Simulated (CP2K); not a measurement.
Two runs for the C K edge of chloropyrazine. Run A: CP2K XAS_TDP, all-electron GAPW, PBEh(45%), aug-pc-1, TDA, no relativity. Run B differs in one setting.

First lines with a strength over 0.0015. A:

| atom | energy (eV) | states | strength, one atom |
| --- | --- | --- | --- |
| C2 (bonded to C, Cl and N) | 282.73 | 1 | 0.0588 |
|  | 284.50 | 1 | 0.0034 |
|  | 284.83 | 1 | 0.0558 |
|  | 288.50 | 1 | 0.0015 |
|  | 288.66 | 1 | 0.0018 |
| C3 (bonded to C, N and H) | 281.36 | 1 | 0.0542 |
|  | 283.31 | 1 | 0.0036 |
|  | 285.44 | 1 | 0.0162 |
|  | 286.20 | 1 | 0.0024 |
|  | 286.55 | 1 | 0.0028 |
| C5 (bonded to C, N and H) | 281.39 | 1 | 0.0550 |
|  | 282.94 | 1 | 0.0031 |
|  | 285.24 | 1 | 0.0131 |
|  | 286.36 | 1 | 0.0035 |
|  | 286.74 | 1 | 0.0031 |
| C6 (bonded to C, N and H) | 281.36 | 1 | 0.0561 |
|  | 283.27 | 1 | 0.0030 |
|  | 285.39 | 1 | 0.0132 |
|  | 286.48 | 1 | 0.0038 |
|  | 286.75 | 1 | 0.0040 |

B:

| atom | energy (eV) | states | strength, one atom |
| --- | --- | --- | --- |
| C2 (bonded to C, Cl and N) | 282.62 | 1 | 0.0603 |
|  | 284.39 | 1 | 0.0031 |
|  | 284.78 | 1 | 0.0589 |
|  | 289.46 | 1 | 0.0095 |
|  | 289.63 | 1 | 0.0033 |
| C3 (bonded to C, N and H) | 281.30 | 1 | 0.0555 |
|  | 283.25 | 1 | 0.0033 |
|  | 285.77 | 1 | 0.0207 |
|  | 287.06 | 1 | 0.0078 |
|  | 288.21 | 1 | 0.0086 |
| C5 (bonded to C, N and H) | 281.31 | 1 | 0.0561 |
|  | 282.88 | 1 | 0.0027 |
|  | 285.95 | 1 | 0.0248 |
|  | 287.30 | 1 | 0.0025 |
|  | 287.98 | 1 | 0.0093 |
| C6 (bonded to C, N and H) | 281.29 | 1 | 0.0571 |
|  | 283.20 | 1 | 0.0027 |
|  | 286.06 | 1 | 0.0237 |
|  | 287.08 | 1 | 0.0125 |
|  | 288.14 | 1 | 0.0092 |

**Question.** Which was it: the functional, the basis, scalar relativity switched on, GW2X switched on?

The basis (basis from aug-pc-1 to pc-1; the lines alone don't name the new value). A basis moves diffuse and continuum lines far more than the leading valence line. Against PBEh(45%) in aug-pc-1, the leading lines move by -0.11 eV (C2, to 282.62), -0.06 eV (C3, to 281.30), -0.08 eV (C5, to 281.31) and -0.07 eV (C6, to 281.29).

[Hosts, paths, dates, database ids (printed as entryN), source tags and the programs' standing remarks are cut or masked in the printed files.]
